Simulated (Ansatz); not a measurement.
TiCo (Pm-3m): the Drude term of Re ε in the infrared

Re ε of TiCo (Pm-3m) at low photon energies is read from one computed spectrum; the carriers' damping was typed as γ = 0.05 eV.

The structure is cubic, space group Pm-3m (No. 221). The conventional cell has a = 2.986 Å, b = 2.986 Å, c = 2.986 Å, α = 90.00°, β = 90.00°, γ = 90.00°. Co on site b is surrounded by 8 Ti at 2.59 Å. Ti on site a has 8 Co at 2.59 Å as nearest neighbours.

Method: Ansatz 0.2.0, PBE, independent particles, k-mesh 12×12×12 with interpolation inside its cells, Gaussian parameter 0.1 eV.

Launch of the response step: `ansatz run input.yaml --threads 4 --pin off --max-ram 8192MiB --backend cpu --events-out ev --progress --plain --runs-dir out`. The run took 10 s, on 4 threads of Arm Neoverse V2, with other jobs on the host.

```tsv
photon energy E (eV)	wavelength (µm)	Re ε
0.25	4.96	?
0.30	4.13	-333.6
0.35	3.54	-241.6
0.40	3.10	-181.8
0.50	2.48	-110.1
0.60	2.07	-72.4
0.70	1.77	-55.3
```

A Drude term over a constant background gives Re ε = ε_b − ωp²/(E² + γ²), linear in 1/(E² + γ²).

Working, on the rows shown:

| x = 1/(E² + γ²) (eV⁻²) | y = Re ε |
| --- | --- |
| 10.8108 | -333.6 |
| 8 | -241.6 |
| 6.15385 | -181.8 |
| 3.9604 | -110.1 |
| 2.75862 | -72.4 |
| 2.03046 | -55.3 |

Means: x̄ = 5.619, ȳ = -165.8. Σ(x − x̄)(y − ȳ) = -1816, Σ(x − x̄)² = 56.72. Slope = -1816 / 56.72 = -32.02; intercept = ȳ − slope · x̄ = 14.132. The line misses the rows shown by at most 4.4.

**Question.** Predict the last column of the withheld row from the fit.

**Answer.** At x = 15.385 the line gives y = -478.51. The run gave -484.2, so the extrapolation is off by 5.7, 1.3 % of the range in the table.

Refitted with all rows, the slope is -32.37 and the intercept 15.731. These give ωp = √(−slope) = 5.69 eV, against 5.69 eV from the program's Fermi-surface sum, and an intercept of 15.7. Taking the program's Drude term off the rows leaves 13 at the lowest energy and 10 at the highest, so the background isn't constant: interband transitions lie in or near the window, and neither fitted number can be trusted. The values come from a sum over the points of one k-mesh and carry its error, which is largest for Fermi-surface quantities.

[Logs are printed without paths, hosts, clocks, repeated set-up lines and the standing remarks that a program may print on its own settings, such as how far it seeks lower states.]
